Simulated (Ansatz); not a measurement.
# La2O3 (P-3m1): the host for defect calculations

Aim: the runs on the perfect crystal La2O3 (P-3m1) that a defect calculation needs first.

Method: plane-wave PAW DFT, PBE; relaxation of the defect-free supercell from random displacements, a test of the host's stability; PAW set soft_1, in Ansatz 0.2.0.

## Step 1: The starting structure

Symmetry: P-3m1, No. 164, trigonal system. The conventional cell has a = 3.941 Å, b = 3.941 Å, c = 6.188 Å, α = 90.00°, β = 90.00°, γ = 120.00°. La has 7 O at 2.37 to 2.74 Å nearest. O has 4 La at 2.37 to 2.46 Å nearest. Nearest to O lie 6 La at 2.74 Å. Farther neighbours and most contacts between anions are not listed.

## Step 2: Defect free supercell relaxed from displaced atoms

The input displaces the atoms at random before the relaxation, so that it can leave a symmetric saddle if there is one.

Input file pristine.rattled/input.yaml:

```yaml
crystal:
  lattice:
    - [7.8811453633, -5.79e-08, 0.0]
    - [-3.9405726315, 6.8252721244, 0.0]
    - [0.0, 0.0, 12.3757189092]
  atoms:
    - { symbol: La, position: [0.3333333334, 0.1666666666, 0.3763146071] }
    - { symbol: La, position: [0.1666666666, 0.3333333334, 0.1236853929] }
    - { symbol: O, position: [0.3333333334, 0.1666666666, 0.1773438624] }
    - { symbol: O, position: [0.1666666666, 0.3333333334, 0.3226561376] }
    - { symbol: O, position: [0.0, 0.0, 0.0] }
    - { symbol: La, position: [0.3333333334, 0.1666666666, 0.8763146071] }
    - { symbol: La, position: [0.1666666666, 0.3333333334, 0.6236853929] }
    - { symbol: O, position: [0.3333333334, 0.1666666666, 0.6773438624] }
    - { symbol: O, position: [0.1666666666, 0.3333333334, 0.8226561376] }
    - { symbol: O, position: [0.0, 0.0, 0.5] }
    - { symbol: La, position: [0.3333333334, 0.6666666666, 0.3763146071] }
    - { symbol: La, position: [0.1666666666, 0.8333333333, 0.1236853929] }
    - { symbol: O, position: [0.3333333334, 0.6666666666, 0.1773438624] }
    - { symbol: O, position: [0.1666666666, 0.8333333333, 0.3226561376] }
    - { symbol: O, position: [0.0, 0.5, 0.0] }
    - { symbol: La, position: [0.3333333334, 0.6666666666, 0.8763146071] }
    - { symbol: La, position: [0.1666666666, 0.8333333333, 0.6236853929] }
    - { symbol: O, position: [0.3333333334, 0.6666666666, 0.6773438624] }
    - { symbol: O, position: [0.1666666666, 0.8333333333, 0.8226561376] }
    - { symbol: O, position: [0.0, 0.5, 0.5] }
    - { symbol: La, position: [0.8333333333, 0.1666666666, 0.3763146071] }
    - { symbol: La, position: [0.6666666666, 0.3333333334, 0.1236853929] }
    - { symbol: O, position: [0.8333333333, 0.1666666666, 0.1773438624] }
    - { symbol: O, position: [0.6666666666, 0.3333333334, 0.3226561376] }
    - { symbol: O, position: [0.5, 0.0, 0.0] }
    - { symbol: La, position: [0.8333333333, 0.1666666666, 0.8763146071] }
    - { symbol: La, position: [0.6666666666, 0.3333333334, 0.6236853929] }
    - { symbol: O, position: [0.8333333333, 0.1666666666, 0.6773438624] }
    - { symbol: O, position: [0.6666666666, 0.3333333334, 0.8226561376] }
    - { symbol: O, position: [0.5, 0.0, 0.5] }
    - { symbol: La, position: [0.8333333333, 0.6666666666, 0.3763146071] }
    - { symbol: La, position: [0.6666666666, 0.8333333333, 0.1236853929] }
    - { symbol: O, position: [0.8333333333, 0.6666666666, 0.1773438624] }
    - { symbol: O, position: [0.6666666666, 0.8333333333, 0.3226561376] }
    - { symbol: O, position: [0.5, 0.5, 0.0] }
    - { symbol: La, position: [0.8333333333, 0.6666666666, 0.8763146071] }
    - { symbol: La, position: [0.6666666666, 0.8333333333, 0.6236853929] }
    - { symbol: O, position: [0.8333333333, 0.6666666666, 0.6773438624] }
    - { symbol: O, position: [0.6666666666, 0.8333333333, 0.8226561376] }
    - { symbol: O, position: [0.5, 0.5, 0.5] }
basis:
  ecutwfc: 420
  xc_grid: 2
hamiltonian:
  xc: pbe
  pseudopotentials: { kind: paw, azcp: { folder: soft_1 } }
kpoints:
  mp_grid: { grid: [1, 1, 1] }
scf:
  occupations: { method: fermi_dirac, width: 0.01 }
  max_iter: 100
  lower_state_search: "off"
output:
  forces: true
relax:
  f_tol: 0.015
  max_steps: 120
  random_displacement: { amplitude: 0.06, seed: 8711 }
checkpoint:
  write: "../pristine.rattled.run"
  compress: false
  write_wavefunctions: false
  write_every: 100000
```

The run is started by

```bash
$ ansatz run input.yaml --threads 8 --pin off --max-ram 15073MiB --backend cpu --events-out ev --progress --plain --runs-dir out
```

Numbers of over 12 decimals in the logs are rounded to 6 here.

What it wrote:

```text
[... repeated set-up lines and file paths are left out, and long positions are rounded to six places ...]
Engine: ansatz 0.2.0, x86_64-unknown-linux-gnu
Pseudopotentials: kind: paw
Pseudopotential: La, paw, valence charge 11, recommended cutoff 420 eV (normal), soft_1/La.paw.azcp
Pseudopotential: O, paw, valence charge 6, recommended cutoff 420 eV (normal), soft_1/O.paw.azcp
Functional definition: PBE
  parameter kappa = 0.804
  parameter beta = 0.066725
  exchange = pbe_x(kappa = kappa, mu = beta*pi^2/3)
  correlation = pbe_c(beta = beta)
Crystal: 40 atoms, lattice volume = 665.702 Å³
Basis set: ecut = 420 eV, 13031 PW (Γ), exchange–correlation on 108×108×180 points (8 copies of the dense FFT grid, shifted against one another)
Bands: 200, of which v1, the nominal top of the filled ones, is band 160 counted from 1 (159 counted from 0)
Symmetry: 1 space group operations
k-points: 1
Non-local potential: La, projectors of the file, l = 0: 3, l = 1: 2, l = 2: 2, l = 3: 3
Non-local potential: O, projectors of the file, l = 0: 2, l = 1: 2, l = 2: 1
PAW form: soft (Blöchl's): semilocal exchange-correlation on the pseudo side does not see the compensation charge
PAW one-centre angular grid: La, 590 points (default); XC on 64 Gauss nodes
PAW one-centre angular grid: O, 110 points (default); XC on 64 Gauss nodes
Initial density: superposition of atomic densities (chi_scale 0.1, normalization cell, long waves kept (reshape's long-wave potential 0.10 eV rms))
Initial wavefunctions: pseudopotential atomic-orbital guess
Functional: x = pbe(κ = 0.804, μ = 0.219515), c = pbe(β = 0.066725)
SCF iter   1: F=—  HF=-113700.560004 eV  |F-HF|=—  |Δ(HF+E_count)|=         —  Δρ=6.08e-2  dr2=2.40e1  ethr=3.10e-3  ⟨swp⟩=5.0  Hψ=862  notcnv=0
preconditioner: auto → Resta (q_TF=auto, 2.415 Å⁻¹)  ε∞=5.5  [insulator: Δε(μ)=2.743 eV  Ē_g=11.535 eV  σ=0.010 eV  W_gap=1.00  n_scr=146 (ndim 8)  ℏωp=24.4 eV  f_vac=0.000  D(μ)=0.00/eV (n_scr^D=0)  ε∞_Penn≈5.5]
SCF iter   2: F=—  HF=-113697.976465 eV  |F-HF|=—  |Δ(HF+E_count)|=    2.58e0  Δρ=3.07e-2  dr2=7.96e0  ethr=3.10e-3  ⟨swp⟩=7.0  Hψ=396  notcnv=0  defer=33
SCF iter   3: F=—  HF=-113697.332376 eV  |F-HF|=—  |Δ(HF+E_count)|=   6.44e-1  Δρ=1.64e-2  dr2=2.24e0  ethr=2.49e-3  ⟨swp⟩=3.0  Hψ=366  notcnv=0  defer=33
SCF iter   4: F=—  HF=-113697.467960 eV  |F-HF|=—  |Δ(HF+E_count)|=   1.36e-1  Δρ=6.41e-3  dr2=3.96e-1  ethr=7.00e-4  ⟨swp⟩=5.0  Hψ=189  notcnv=0  defer=33
SCF iter   5: F=—  HF=-113697.521234 eV  |F-HF|=—  |Δ(HF+E_count)|=   5.33e-2  Δρ=3.17e-3  dr2=7.94e-2  ethr=1.24e-4  ⟨swp⟩=5.0  Hψ=307  notcnv=0  defer=33
SCF iter   6: F=—  HF=-113697.530443 eV  |F-HF|=—  |Δ(HF+E_count)|=   9.21e-3  Δρ=1.06e-3  dr2=8.71e-3  ethr=2.48e-5  ⟨swp⟩=4.0  Hψ=307  notcnv=0  defer=33
SCF iter   7: F=—  HF=-113697.543227 eV  |F-HF|=—  |Δ(HF+E_count)|=   1.28e-2  Δρ=4.11e-4  dr2=1.14e-3  ethr=2.72e-6  ⟨swp⟩=5.0  Hψ=332  notcnv=0  defer=33
SCF iter   8: F=—  HF=-113697.544341 eV  |F-HF|=—  |Δ(HF+E_count)|=   1.11e-3  Δρ=2.94e-4  dr2=5.32e-4  ethr=3.55e-7  ⟨swp⟩=2.0  Hψ=351  notcnv=0  defer=33
SCF iter   9: F=—  HF=-113697.544402 eV  |F-HF|=—  |Δ(HF+E_count)|=   6.10e-5  Δρ=4.62e-5  dr2=1.79e-5  ethr=1.66e-7  ⟨swp⟩=3.0  Hψ=306  notcnv=0  defer=33
SCF iter  10: F=—  HF=-113697.544425 eV  |F-HF|=—  |Δ(HF+E_count)|=   2.32e-5  Δρ=4.22e-5  dr2=1.03e-5  ethr=1.76e-9  ⟨swp⟩=5.0  Hψ=701  notcnv=0
SCF iter  11: F=-113697.544423 eV  HF=-113697.544424 eV  |F-HF|=7.83e-7  |Δ(HF+E_count)|=   1.14e-6  Δρ=1.89e-5  dr2=2.27e-6  ethr=1.76e-9  ⟨swp⟩=3.0  Hψ=692  notcnv=0
SCF 1 converged in 11 iterations: F = -113697.544423 eV  dr2 = 2.27e-6
  greatest PAW one-centre occupation: 0.971 electrons in one spin orbital (limit 2), on the La atom at site 1 (counted from 0), in its partial waves of l = 0
relax step   1: F+E_penalty+E_count = -113697.54442294 eV  Δ(F+E_penalty+E_count) = +0.000e0 eV  max|allowed force component| = 9.903e-1 eV/Å  Δτ_max = 0.0000 Å  (11 SCF iters, dr2 threshold 5.63e-6 eV, accepted)
[... the SCF cycles and remarks between the steps are left out from here to the last step ...]
relax step   2: F+E_penalty+E_count = -113697.44526627 eV  Δ(F+E_penalty+E_count) = +9.916e-2 eV  max|allowed force component| = 1.395e0 eV/Å  Δτ_max = 0.1962 Å  (7 SCF iters, dr2 threshold 6.13e-5 eV, rejected (line search))
relax step   3: F+E_penalty+E_count = -113698.20643114 eV  Δ(F+E_penalty+E_count) = -6.620e-1 eV  max|allowed force component| = 4.147e-2 eV/Å  Δτ_max = 0.0753 Å  (10 SCF iters, accepted)
SCF iter   1: F=—  HF=-113698.206789 eV  |F-HF|=—  |Δ(HF+E_count)|=         —  Δρ=6.18e-4  dr2=1.70e-3  ethr=1.07e-5  ⟨swp⟩=4.0  Hψ=389  notcnv=0  defer=33
SCF iter   2: F=—  HF=-113698.206700 eV  |F-HF|=—  |Δ(HF+E_count)|=   8.91e-5  Δρ=3.25e-4  dr2=4.99e-4  ethr=5.31e-7  ⟨swp⟩=3.0  Hψ=374  notcnv=0  defer=33
SCF iter   3: F=—  HF=-113698.206720 eV  |F-HF|=—  |Δ(HF+E_count)|=   2.09e-5  Δρ=2.10e-4  dr2=2.58e-4  ethr=1.56e-7  ⟨swp⟩=2.0  Hψ=305  notcnv=0  defer=33
SCF iter   4: F=—  HF=-113698.206667 eV  |F-HF|=—  |Δ(HF+E_count)|=   5.38e-5  Δρ=3.27e-5  dr2=6.84e-6  ethr=8.07e-8  ⟨swp⟩=2.0  Hψ=239  notcnv=0  defer=33
SCF iter   5: F=—  HF=-113698.207456 eV  |F-HF|=—  |Δ(HF+E_count)|=   7.89e-4  Δρ=2.01e-5  dr2=2.17e-6  ethr=2.14e-9  ⟨swp⟩=2.0  Hψ=311  notcnv=0  defer=33
SCF iter   6: F=—  HF=-113698.207456 eV  |F-HF|=—  |Δ(HF+E_count)|=   1.42e-7  Δρ=5.79e-6  dr2=1.43e-7  ethr=6.79e-10  ⟨swp⟩=2.0  Hψ=295  notcnv=0  defer=33
SCF iter   7: F=-113698.207456 eV  HF=-113698.207456 eV  |F-HF|=1.36e-8  |Δ(HF+E_count)|=   1.62e-7  Δρ=1.46e-6  dr2=1.22e-8  ethr=3.13e-11  ⟨swp⟩=4.0  Hψ=659  notcnv=0
SCF 4 converged in 7 iterations: F = -113698.207456 eV  dr2 = 1.22e-8
relax step   4: F+E_penalty+E_count = -113698.20745571 eV  Δ(F+E_penalty+E_count) = -1.025e-3 eV  max|allowed force component| = 2.712e-3 eV/Å  Δτ_max = 0.0111 Å  (7 SCF iters, accepted)
SCF converged after 7 iterations
Free energy (F): -113698.207456 eV
Harris-Foulkes:  -113698.207456 eV  (|F-HF|=1.36e-8)
Internal energy: -113698.207456 eV  (E = F + TS)
E sigma→0 (E₀):  -113698.207456 eV
Fermi energy:    11.330289 eV
--- Per-component energies (eV) ---
  E_band       = -136.741130
  E_kinetic    = 7044.513971
  E_local      = -12163.438318  (includes V_loc(G=0)·N_el)
  E_nonlocal   = 2653.625515
  E_hartree    = 4542.321174
  E_xc         = -4031.382877
  E_vxc        = -4547.215157  (∫ρ·V_xc dr)
  E_paw        = -90571.171568  (= ΣΔE_a)
  E_vpaw       = -2208.884089  (= ΣTr[D̂ρ^β])
  E_aug_tail   = 0.018097  (compensation charges beyond the density's cutoff)
  E_ewald      = -21172.693450
  E_smearing   = -0.000000  (= −TS)
  E_closure    = -0.000000  (closes the sum)
  Σ components = -113698.207456   (vs F -113698.207456, Δ=0.00e0)
--- Forces (eV/Å), atoms counted from 1 ---
  atom   1  La    -0.00009714     0.00022490    -0.00138431
  atom   2  La     0.00057244    -0.00012934     0.00271240
  atom   3  O      0.00049480     0.00047824    -0.00011586
  atom   4  O     -0.00016729    -0.00003345     0.00001011
  atom   5  O      0.00069568    -0.00002822    -0.00096035
  atom   6  La    -0.00069644     0.00037066    -0.00171594
  atom   7  La    -0.00005435    -0.00019041     0.00082179
  atom   8  O      0.00019129    -0.00053163    -0.00139846
  atom   9  O      0.00008925    -0.00000162     0.00189875
  atom  10  O     -0.00099889     0.00021588    -0.00050995
  atom  11  La     0.00052369    -0.00050128    -0.00111896
  atom  12  La     0.00046089     0.00015134     0.00265162
  atom  13  O      0.00045724     0.00021566    -0.00159071
  atom  14  O      0.00006148    -0.00038607     0.00091574
  atom  15  O     -0.00013626     0.00127515    -0.00025880
  atom  16  La    -0.00006041    -0.00006630    -0.00177816
  atom  17  La    -0.00103579    -0.00025237     0.00121178
  atom  18  O     -0.00026697    -0.00015473    -0.00096328
  atom  19  O      0.00038951     0.00006725     0.00051728
  atom  20  O      0.00065076    -0.00009637     0.00041748
  atom  21  La    -0.00007045    -0.00011499    -0.00110560
  atom  22  La    -0.00018715     0.00034849     0.00237595
  atom  23  O     -0.00069566     0.00049897    -0.00211716
  atom  24  O      0.00013432    -0.00025058     0.00134003
  atom  25  O      0.00000377    -0.00013792    -0.00007221
  atom  26  La     0.00079060    -0.00045322    -0.00177274
  atom  27  La     0.00025422     0.00000031     0.00242366
  atom  28  O     -0.00051929    -0.00014190     0.00016602
  atom  29  O     -0.00024472     0.00016678     0.00051126
  atom  30  O      0.00116630    -0.00028383     0.00064875
  atom  31  La    -0.00091435     0.00027439    -0.00154563
  atom  32  La     0.00008383    -0.00010836     0.00267267
  atom  33  O     -0.00043478    -0.00068317    -0.00135898
  atom  34  O     -0.00027318     0.00034330    -0.00013541
  atom  35  O      0.00062113    -0.00042565     0.00019470
  atom  36  La     0.00021344     0.00021831    -0.00270996
  atom  37  La     0.00012673    -0.00008425     0.00212450
  atom  38  O     -0.00006441     0.00031679    -0.00109878
  atom  39  O     -0.00048324     0.00010959     0.00084020
  atom  40  O     -0.00059398    -0.00022658    -0.00072601
  max |Σ_I F_I| component: 1.74e-5 eV/Å
--- Relaxed structure (4 steps of the walk, 3 accepted, 0 SCFs on fresh bases) ---
  F+E_penalty+E_count = -113698.20745571 eV   max|allowed force component| = 2.712e-3 eV/Å
  atoms:
    - { symbol: La, position: [0.334014, 0.167205, 0.376836] }
    - { symbol: La, position: [0.167274, 0.333924, 0.124713] }
    - { symbol: O, position: [0.333988, 0.167249, 0.179811] }
    - { symbol: O, position: [0.167356, 0.333939, 0.321731] }
    - { symbol: O, position: [0.000493, 0.000641, 0.000804] }
    - { symbol: La, position: [0.334031, 0.167286, 0.876878] }
    - { symbol: La, position: [0.167410, 0.333914, 0.624706] }
    - { symbol: O, position: [0.334023, 0.167263, 0.679996] }
    - { symbol: O, position: [0.167346, 0.333918, 0.821607] }
    - { symbol: O, position: [0.000884, 0.000495, 0.500822] }
    - { symbol: La, position: [0.333972, 0.667305, 0.376851] }
    - { symbol: La, position: [0.167335, 0.833915, 0.124672] }
    - { symbol: O, position: [0.333992, 0.667259, 0.179925] }
    - { symbol: O, position: [0.167354, 0.833942, 0.321553] }
    - { symbol: O, position: [0.000598, 0.500287, 0.000840] }
    - { symbol: La, position: [0.334072, 0.667225, 0.876850] }
    - { symbol: La, position: [0.167365, 0.833963, 0.624740] }
    - { symbol: O, position: [0.334042, 0.667268, 0.679882] }
    - { symbol: O, position: [0.167342, 0.833908, 0.821785] }
    - { symbol: O, position: [0.000637, 0.500771, 0.500715] }
    - { symbol: La, position: [0.834008, 0.167275, 0.376878] }
    - { symbol: La, position: [0.667380, 0.333867, 0.124698] }
    - { symbol: O, position: [0.834007, 0.167215, 0.180027] }
    - { symbol: O, position: [0.667343, 0.333907, 0.321620] }
    - { symbol: O, position: [0.500861, 0.000615, 0.000811] }
    - { symbol: La, position: [0.834017, 0.167255, 0.876828] }
    - { symbol: La, position: [0.667314, 0.333967, 0.624696] }
    - { symbol: O, position: [0.834027, 0.167260, 0.679780] }
    - { symbol: O, position: [0.667346, 0.333920, 0.821687] }
    - { symbol: O, position: [0.500437, 0.000625, 0.500729] }
    - { symbol: La, position: [0.834076, 0.667225, 0.376849] }
    - { symbol: La, position: [0.667348, 0.833942, 0.124725] }
    - { symbol: O, position: [0.834018, 0.667246, 0.179856] }
    - { symbol: O, position: [0.667343, 0.833897, 0.321759] }
    - { symbol: O, position: [0.500633, 0.500715, 0.000707] }
    - { symbol: La, position: [0.833953, 0.667250, 0.876880] }
    - { symbol: La, position: [0.667375, 0.833872, 0.624686] }
    - { symbol: O, position: [0.834031, 0.667261, 0.679968] }
    - { symbol: O, position: [0.667361, 0.833924, 0.821596] }
    - { symbol: O, position: [0.500798, 0.500513, 0.500887] }
```

Run time: 5.2 s. Hardware: 8 threads of Intel Xeon 6975P-C (Granite Rapids), shared host; peak memory 0.9 GiB; 30 s of CPU time.

The steps of the relaxation:

| step | energy less that of the first step (eV) | largest force component (eV/Å) |
| --- | --- | --- |
| 1 | 0.0000 | 0.9903 |
| 2 | 0.0992 | 1.3954 |
| 3 | -0.6620 | 0.0415 |
| 4 | -0.6630 | 0.0027 |

Relaxation step 2 was tried and not accepted.

The atoms that moved most (Å, from the sites as typed, ahead of the random displacement, the mean shift of all atoms taken out):

| atom | dx | dy | dz | length |
| --- | --- | --- | --- | --- |
| O23 | 0.000 | 0.000 | 0.023 | 0.023 |
| O14 | 0.000 | 0.000 | -0.023 | 0.023 |
| O8 | 0.000 | 0.000 | 0.023 | 0.023 |
| O39 | 0.000 | 0.000 | -0.023 | 0.023 |
| O38 | 0.000 | 0.000 | 0.023 | 0.023 |
| O9 | 0.000 | 0.000 | -0.023 | 0.023 |
| O24 | 0.000 | 0.000 | -0.023 | 0.023 |
| O13 | 0.000 | 0.000 | 0.022 | 0.022 |

The relaxed structure:

```xyz
40
Lattice="7.8811 0.0000 0.0000 -3.9406 6.8253 0.0000 0.0000 0.0000 12.3757" Properties=species:S:1:pos:R:3 pbc="T T T"
La    1.9735    1.1412    4.6636
La    0.0025    2.2791    1.5434
O     1.9732    1.1415    2.2253
O     0.0030    2.2792    3.9817
O     0.0014    0.0044    0.0100
La    1.9733    1.1418   10.8520
La    0.0036    2.2791    7.7312
O     1.9734    1.1416    8.4154
O     0.0031    2.2791   10.1680
O     0.0050    0.0034    6.1980
La    0.0025    4.5545    4.6638
La   -1.9673    5.6917    1.5429
O     0.0029    4.5542    2.2267
O    -1.9673    5.6919    3.9795
O    -1.9667    3.4146    0.0104
La    0.0036    4.5540   10.8516
La   -1.9673    5.6920    7.7316
O     0.0032    4.5543    8.4140
O    -1.9672    5.6916   10.1702
O    -1.9683    3.4179    6.1967
La    5.9138    1.1417    4.6641
La    3.9441    2.2787    1.5432
O     5.9140    1.1413    2.2280
O     3.9436    2.2790    3.9803
O     3.9449    0.0042    0.0100
La    5.9139    1.1416   10.8514
La    3.9432    2.2794    7.7311
O     5.9140    1.1416    8.4128
O     3.9436    2.2791   10.1690
O     3.9416    0.0043    6.1969
La    3.9442    4.5540    4.6638
La    1.9733    5.6919    1.5436
O     3.9437    4.5541    2.2258
O     1.9734    5.6916    3.9820
O     1.9725    3.4175    0.0088
La    3.9432    4.5542   10.8520
La    1.9737    5.6914    7.7309
O     3.9437    4.5542    8.4151
O     1.9734    5.6918   10.1678
O     1.9746    3.4161    6.1988
```

The relaxation ends 17 meV an atom lower than the displaced start, with a largest force component of 0.0027 eV/Å.

## Step 3: Outcome

```json
{
  "symmetric supercell less the displaced and relaxed one": "0.000 eV"
}
```

The energy fell by 0.663 eV from the randomly displaced start; against the sites as typed, O23 ends farthest off, by 0.02 Å, once the mean shift is taken out. The displaced cell ends within 0.01 eV of the symmetric one, so no lower structure shows in this supercell. All at zero temperature.

[Logs are printed without paths, hosts, clocks, repeated set-up lines and the standing remarks that a program may print on its own settings, such as how far it seeks lower states.]

[Hosts, paths, dates, database ids (printed as entryN), source tags and the programs' standing remarks are cut or masked in the printed files.]

[Runs of the host that timed out are not shown.]

[For some hosts the program warned that the k-mesh of the response run may be too coarse for force constants and the static dielectric constant; such warnings are not always shown.]
